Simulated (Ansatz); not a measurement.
# How many bands does the GW gap of TlSb4F13 (I4/m) need?, part 2 of 2

Wanted: a G0W0 gap for TlSb4F13 (I4/m) that is converged in bands and cutoff, or an estimate of the limit.

Ansatz 0.2.0; G0W0 on PBE, plane waves, PAW; PAW set soft_1. Known limits of the many-body steps: not at the basis limit; no spin-orbit coupling; coarse k mesh.

So far. Step 4 (1029 empty bands, screening to 130 eV): Against the run with 4×4×4 mesh, 478 empty bands, screening to 78 eV, PAW set soft_1 files, the gap moves by +0.015 eV.

## 5. Changing the k mesh: 2×2×2 mesh, 478 empty bands, screening to 78 eV, PAW set soft_1 files

A second mesh at equal bands and cutoff isolates the sampling error. Bands and cutoff differ from the step before, so it is read against an earlier run that matches them.

input.yaml

```yaml
crystal:
  lattice:
    - [-4.8185, 4.8185, 3.292]
    - [4.8185, -4.8185, 3.292]
    - [4.8185, 4.8185, -3.292]
  atoms:
    - { symbol: Tl, position: [0.5, 0.5, 0.0] }
    - { symbol: Sb, position: [0.0066871975, 0.277466579, 0.2841537765] }
    - { symbol: Sb, position: [0.277466579, 0.9933128025, 0.2707793815] }
    - { symbol: Sb, position: [0.9933128025, 0.722533421, 0.7158462235] }
    - { symbol: Sb, position: [0.722533421, 0.0066871975, 0.7292206185] }
    - { symbol: F, position: [0.0, 0.0, 0.0] }
    - { symbol: F, position: [0.5610386725, 0.8772598836, 0.4382985561] }
    - { symbol: F, position: [0.8772598836, 0.4389613275, 0.3162212112] }
    - { symbol: F, position: [0.4389613275, 0.1227401164, 0.5617014439] }
    - { symbol: F, position: [0.1227401164, 0.5610386725, 0.6837787888] }
    - { symbol: F, position: [0.430173073, 0.3339653296, 0.3219280492] }
    - { symbol: F, position: [0.3339653296, 0.0120372804, 0.9037922566] }
    - { symbol: F, position: [0.0120372804, 0.1082450237, 0.6780719508] }
    - { symbol: F, position: [0.1082450237, 0.430173073, 0.0962077434] }
    - { symbol: F, position: [0.569826927, 0.6660346704, 0.6780719508] }
    - { symbol: F, position: [0.6660346704, 0.9879627196, 0.0962077434] }
    - { symbol: F, position: [0.9879627196, 0.8917549763, 0.3219280492] }
    - { symbol: F, position: [0.8917549763, 0.569826927, 0.9037922566] }
kpoints:
  mp_grid: { grid: [2, 2, 2] }
hamiltonian:
  xc: pbe
  pseudopotentials: { kind: paw, azcp: { folder: soft_1 } }
scf:
  occupations: { method: fixed }
gw:
  n_empty_bands: 478
  ecut_chi: 78
  qp_bands: [v4, c4]
  qp_kpoints: band_edges
  screening: { model: contour_deformation }
```

On the command line:

```
$ ansatz run input.yaml --threads 2 --pin off --max-ram 92160MiB --backend cuda --events-out ev --progress --plain --runs-dir out --devices 1 --max-vram 13GiB
```

Numbers of over 12 decimals in the logs are rounded to 6 here.

Log:

```text
GPUs: using 1 of 1 available (devices: 1).
[...]
GPU FFT provider: cuFFT
GPU libraries: cuBLAS 13.8.2, cuFFT 12.4.0, cuSOLVER 12.3.4
Crystal: 18 atoms, lattice volume = 305.734 Å³
Basis set: ecut = 420 eV, 6007 PW (Γ)
Bands: 100, of which v1, the nominal top of the filled ones, is band 82 counted from 1 (81 counted from 0)
Symmetry: 8 space group operations
[...]
k-points: 4 of 8
[...]
0    86      8.7401   -10.0894    -3.2745   -14.7159  0.8220    10.1136    10.0921  root
[...]
3    83      7.9600   -10.6727    -2.9024   -14.7977  0.8255     9.1975     9.1826  root
     3    84      8.1127    -9.5971    -3.1482   -13.9073  0.8305     9.2881     9.2747  root
     3    85      8.1724   -10.8306    -3.1400   -15.2581  0.8258     9.4767     9.4599  root
     3    86      8.8261    -9.1742    -3.2120   -13.6121  0.8370    10.0671    10.0520  root
[key lines of the parts left out:]
SCF converged after 12 iterations
Free energy (F): -47896.982768 eV
Fermi energy:    3.100635 eV
```

The job ended after 22 s (1 × NVIDIA H100 80GB HBM3 (shared by 6 runs) with 2 threads of AMD EPYC 7R13 (Zen 3), shared host; peak memory 1.5 GiB; 23 s of CPU time).

Numbers from this step:

- bands summed: 560
- RPA ε∞ on this mesh (eigenvalues): 2.625, 2.764, 2.764
- plane waves in the screening matrix: 473
- G0W0 gap on the mesh: 7.346 eV
- k of the valence top: 0, 0, -0.5
- k of the conduction bottom: -0.5, -0.5, -0.5
- starting gap on the mesh: 4.859 eV
- least direct G0W0 gap on the computed points: 7.420 eV

Against the run with 4×4×4 mesh, 478 empty bands, screening to 78 eV, PAW set soft_1 files, the gap moves by +0.010 eV, while the start moved by +0.05 eV. A band edge is found at another k point on this mesh.

## 6. Changing the frequency model: 4×4×4 mesh, 1029 empty bands, screening to 130 eV, plasmon pole, PAW set soft_1 files

A plasmon pole stands in for the full frequency dependence of the screening; this run shows what that costs in accuracy. Bands and cutoff differ from the step before, so it is read against an earlier run that matches them.

Changes to input.yaml since step 5:

```diff
@@ -25,3 +25,3 @@
 kpoints:
-  mp_grid: { grid: [2, 2, 2] }
+  mp_grid: { grid: [4, 4, 4] }
 hamiltonian:
@@ -32,6 +32,6 @@
 gw:
-  n_empty_bands: 478
-  ecut_chi: 78
+  n_empty_bands: 1029
+  ecut_chi: 130.0
   qp_bands: [v4, c4]
   qp_kpoints: band_edges
-  screening: { model: contour_deformation }
+  screening: { model: godby_needs }
```

Log:

```text
GPUs: using 1 of 1 available (devices: 1).
[...]
GPU FFT provider: cuFFT
GPU libraries: cuBLAS 13.8.2, cuFFT 12.4.0, cuSOLVER 12.3.4
Crystal: 18 atoms, lattice volume = 305.734 Å³
Basis set: ecut = 420 eV, 6007 PW (Γ)
Bands: 100, of which v1, the nominal top of the filled ones, is band 82 counted from 1 (81 counted from 0)
Symmetry: 8 space group operations
[...]
k-points: 14 of 64
[...]
0    86      8.7401   -10.1173    -3.3216   -14.7159  0.8429    10.0241    10.0171  root
[...]
13    83      7.9599   -10.7070    -2.9341   -14.7974  0.8433     9.1210     9.1161  root
    13    84      8.1125    -9.6387    -3.1976   -13.9074  0.8484     9.1880     9.1835  root
    13    85      8.1722   -10.8745    -3.1900   -15.2582  0.8438     9.3716     9.3659  root
    13    86      8.8261    -9.2098    -3.2685   -13.6129  0.8545     9.9655     9.9607  root
[key lines of the parts left out:]
SCF converged after 12 iterations
Free energy (F): -47896.985239 eV
Fermi energy:    3.135090 eV
```

Wall time 9 min (1 × NVIDIA H100 80GB HBM3 (shared by 6 runs) with 2 threads); peak memory 14 GiB; 16 min of CPU time.

Numbers from this step:

* bands summed: 1111
* plasmon-pole fit frequency: 27.20 eV
* RPA ε∞ on this mesh (eigenvalues): 2.616, 2.752, 2.752
* plane waves in the screening matrix: 999
* G0W0 gap on the mesh: 7.412 eV
* k of the valence top: 0, 0, -0.5
* k of the conduction bottom: 0.25, 0.25, -0.25
* starting gap on the mesh: 4.812 eV
* least direct G0W0 gap on the computed points: 7.482 eV

Against the run with 4×4×4 mesh, 1029 empty bands, screening to 130 eV, PAW set soft_1 files, the gap moves by +0.06 eV.

## 7. The runs together

Times are wall times on 1 × NVIDIA H100 80GB HBM3 (shared by 6 runs) with 2 threads of AMD EPYC 7R13 (Zen 3), shared host, good to a factor of about two.

| mesh | files | frequency | bands summed | cutoff (eV) | start (eV) | G0W0 (eV) | time | host memory (GiB) |
| --- | --- | --- | --- | --- | --- | --- | --- | --- |
| 4×4×4 | PAW set soft_1 | contour deformation | 251 | 39 | 4.812 | 7.495 | 39 s | 1.5 |
| 4×4×4 | PAW set soft_1 | contour deformation | 560 | 78 | 4.812 | 7.336 | 100 s | 2.4 |
| 4×4×4 | PAW set soft_1 | contour deformation | 1111 | 130 | 4.812 | 7.351 | 3.8 min | 4.5 |
| 2×2×2 | PAW set soft_1 | contour deformation | 560 | 78 | 4.859 | 7.346 | 22 s | 1.5 |
| 4×4×4 | PAW set soft_1 | plasmon pole | 1111 | 130 | 4.812 | 7.412 | 9 min | 14 |

How the two edges are built up, in eV (the quasiparticle level is the starting level plus Σx plus Σc less Vxc):

| run | edge | start | Σx | Σc | Vxc | Z | QP |
| --- | --- | --- | --- | --- | --- | --- | --- |
| 251 bands | valence top | 3.14 | -24.92 | 3.10 | -20.54 | 0.80 | 1.85 |
| 251 bands | conduction bottom | 7.95 | -11.08 | -2.69 | -15.17 | 0.83 | 9.35 |
| 560 bands | valence top | 3.07 | -25.55 | 3.27 | -21.05 | 0.79 | 1.84 |
| 560 bands | conduction bottom | 7.95 | -11.08 | -2.86 | -15.17 | 0.83 | 9.18 |
| 1111 bands | valence top | 3.07 | -25.55 | 3.13 | -21.05 | 0.79 | 1.69 |
| 1111 bands | conduction bottom | 7.95 | -11.08 | -2.99 | -15.17 | 0.82 | 9.04 |

 Where G0W0 reorders the edges (560 bands and 1111 bands), the two states listed lie further apart at the start than the starting gap.

## 8. Results

| Property | Result |
| --- | --- |
| 251 bands, 39 eV | 7.495 eV |
| 560 bands, 78 eV | 7.336 eV |
| 1111 bands, 130 eV | 7.351 eV |
| mesh and start | 4×4×4, PBE |

In words: From 251 to 1111 bands the gap moves by −0.14 eV while the time grows 5.8-fold. The gap turns back along the series, so no limit is drawn from it. On the 2×2×2 mesh in place of 4×4×4 the gap differs by +0.01 eV, of which +0.05 eV is already in the start. The plasmon-pole model gives +0.06 eV against contour deformation, 2 % of the correction, and saved no time in this program. The many-body steps are scalar-relativistic: spin-orbit coupling is not in them.

[Paths, hosts, dates, memory and timing lines, banners, echoed tables and standing remarks are left out of the program output.]

[Logs are printed without paths, hosts, clocks, repeated set-up lines and the standing remarks that a program may print on its own settings, such as how far it seeks lower states.]

[Runs of the session that timed out or met a known fault of the program may be left out.]

[Cells called generated may have been cut or substituted from an entry of the Crystallography Open Database or the Materials Project.]

[Hosts, paths, dates, database ids (printed as entryN), source tags and the programs' standing remarks are cut or masked in the printed files.]
